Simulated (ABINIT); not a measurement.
### CdS (Hawleyite): one start, several treatments of the self-energy

The structure is cubic, space group F-43m (No. 216). Conventional cell: a = 5.833 Å, b = 5.833 Å, c = 5.833 Å, α = 90.00°, β = 90.00°, γ = 90.00°. Nearest to Cd lie 4 S at 2.53 Å. Nearest to S lie 4 Cd at 2.53 Å. Farther neighbours, and contacts between anions beyond the nearest, are not listed.

| Property | Result |
| --- | --- |
| method | RPA screening on PBE, plane waves, norm-conserving pseudopotentials (and 3 further levels or steps) |
| program | ABINIT 10.8.3 |
| settings | cutoff 47 Ha, PseudoDojo scalar-relativistic 0.4.1 standard, norm-conserving, potential set dojo-sr-pbe-0.4.1-standard, ngkpt (4, 4, 4), nband 161, ecuteps 7 Ha, gwcalctyp 1, nfreqim 16, inclvkb 2, shiftk (0, 0, 0), symchi 1, awtr 1, frequency ac, 4×4×4 k-mesh |
| cost | 9 runs, 7.5 min in all on 4 MPI ranks of Arm Neoverse V2, shared host |
| notes | The cell and positions come from the Crystallography Open Database and are kept as given unless a step says otherwise. Limits: no spin-orbit coupling. The 4×4×4 mesh is coarse for this cell, which bears on the long-range parts of exchange and screening. |
| G0W0, Godby-Needs plasmon pole | 2.109 eV |
| G0W0, Hybertsen-Louie plasmon pole | 2.295 eV |
| G0W0, von der Linden-Horsch plasmon pole | 2.102 eV |
| G0W0, Engel-Farid plasmon pole | 2.046 eV |
| one-shot Hartree-Fock | 8.143 eV |
| G0W0, analytic continuation | 1.823 eV |
| known limits | short of the basis limit; no spin-orbit coupling; coarse k mesh |

G0W0, Hybertsen-Louie plasmon pole: +0.186 eV against G0W0, Godby-Needs plasmon pole. G0W0, von der Linden-Horsch plasmon pole: −0.007 eV against G0W0, Godby-Needs plasmon pole.

[Paths, hosts, dates, memory and timing lines, banners, echoed tables and standing remarks are left out of the program output; an Ansatz launch command may be rebuilt from the run's recorded settings. Measured values are a selection of at most five: reports struck by readers or far from the other reports are left out. None is set beside runs whose start may be inverted or whose files or cutoffs have a known fault.]

[Runs of the session that timed out or met a known fault of the program may be left out.]

[Hosts, paths, dates, database ids (printed as entryN), source tags and the programs' standing remarks are cut or masked in the printed files.]

[G0W0 gaps are taken among the corrected bands and points alone; a level outside them can change the order at an edge.]

[Where Ansatz stands beside ABINIT at settings called matched, ABINIT's density can come from a denser mesh and the files from another edition; pairs whose starting gaps differed by over 0.03 eV were left out, so agreement reads better than it is.]
